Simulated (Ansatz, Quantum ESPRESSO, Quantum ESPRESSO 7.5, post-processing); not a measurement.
# Screening and band shifts of 1T-IrSTe, 1 layer

Aim: how 1T-IrSTe, 1 layer screens a field along its normal, and what the field does to its bands.

Method: plane-wave DFT, PBE, GBRV ultrasoft pseudopotentials (geometry and cross-check by Ansatz 0.2.0 with PAW datasets; geometry under PBE), in Quantum ESPRESSO 7.5.

## 1. Set-up

The cell holds 3 atoms: 1 Te, 1 Ir and 1 S. Its edges and angles: a = 3.581 Å, b = 3.581 Å, c = 19.782 Å, α = 90.0°, β = 90.0°, γ = 120.0°. It derives from IrSTe. Vacuum lies along c.

This sheet is a model structure: its symmetry is held, and its stability is not tested here.

This run has no spin polarisation although its electron count is odd. A spin-polarised state was not tried and may lie lower.

## 2. Geometry from Ansatz

A relaxation in Ansatz fixes the structure of this slab for the runs on it.

Input file input.yaml:

```yaml
crystal:
  lattice:
    - [3.581057, 0.0, 0.0]
    - [-1.7905285, 3.1012863344, 0.0]
    - [0.0, 0.0, 19.7816086487]
  atoms:
    - { symbol: Te, position: [0.6666666667, 0.3333333333, 0.4296920514] }
    - { symbol: Ir, position: [0.0, 0.0, 0.5150172576] }
    - { symbol: S, position: [0.3333333333, 0.6666666667, 0.5703079486] }
kpoints:
  mp_grid: { grid: [12, 12, 1] }
hamiltonian:
  xc: pbe
scf:
  occupations: { method: fermi_dirac, width: 0.05 }
  convergence: { dr2_threshold: 1.0e-08 }
efield:
  axis: 3
  dipole_correction: true
  ramp_position: 0.97
  ramp_width: 0.04
relax:
  f_tol: 0.01
  cell: { fix: [c, alpha, beta] }
output:
  write_potential: true
  write_density: true
  volumetric_format: npy
```

The run is started by

```console
$ ansatz run input.yaml --threads 4 --pin off --max-ram 8192MiB --backend cpu --events-out ev --progress --plain --runs-dir out
```

The runs that follow: SCF with pw.x: no field; potential by pp.x; bands along a path: no field; ground state: field 0.1 V/Å; electrostatic potential; SCF with pw.x: field 0.2 V/Å; band structure: field 0.2 V/Å; SCF with pw.x: field 0.3 V/Å; bands along a path: field 0.3 V/Å; valence density; charge moved by a field of 0.2 V/Å; polarisability from the dipole between 0 and 0.1 V/A; dipole against field; cross-check with Ansatz: field 0.1 V/Å; cross-check with Ansatz: field -0.1 V/Å; dipole against field, Ansatz; SCF with pw.x, with conv_thr = 1e-06; by hand. Settings of the main run: tefield on, dipfield on, cutoff 40 Ry, smearing, fd smearing, smearing width 0.004 Ry, edir 3, emaxpos 0.97, eopreg 0.04, eamp 0 Hartree a.u., SCF threshold 1.00e-9 Ry, gbrv-pbe-1.5 potentials, 12×12×1 k-mesh.

**Question.** What will these runs give for the polarisability along the normal, a cell; and sheet polarisability 4πα/A?

The sheet answers a field with a polarisability of 4.66 Å³ a cell, or 4πα/A = 5.27 Å (PBE, GBRV ultrasoft). In pw.x the dipole follows the field linearly over the range tried. A perfect conductor 5.27 Å thick would screen alike; the outer atoms lie 2.91 Å apart. At 0.1 V/Å the sheet takes 0.527 eV off the potential drop.

```
polarisability along the normal, a cell : 4.66 Å³
sheet polarisability 4πα/A              : 5.27 Å
dipole without a field                  : -0.0472 e·Å
```

Quantum ESPRESSO and Ansatz give 4.662 and 4.649 Å³ for the polarisability (pw.x from 0 and 0.1 V/Å, Ansatz from ±0.1 V/Å), which agree. The ions stay at their zero-field places, so this is the electrons' response alone. Without a field the sheet has no gap. Spin-orbit coupling is left out; depending on the atoms that carry the levels of interest, it can split and shift them by tenths of an eV to an eV or more. The runs have no spin polarisation although the electron count is odd.

[Logs are printed without paths, hosts, clocks, repeated set-up lines and the standing remarks that a program may print on its own settings, such as how far it seeks lower states.]

[Hosts, paths, dates, database ids (printed as entryN), source tags and the programs' standing remarks are cut or masked in the printed files.]

[Maps of the electrostatic potential energy from Ansatz leave out the sawtooth potential of an applied field or a dipole correction, so their vacuum need not be flat; planar profiles and work functions include it.]
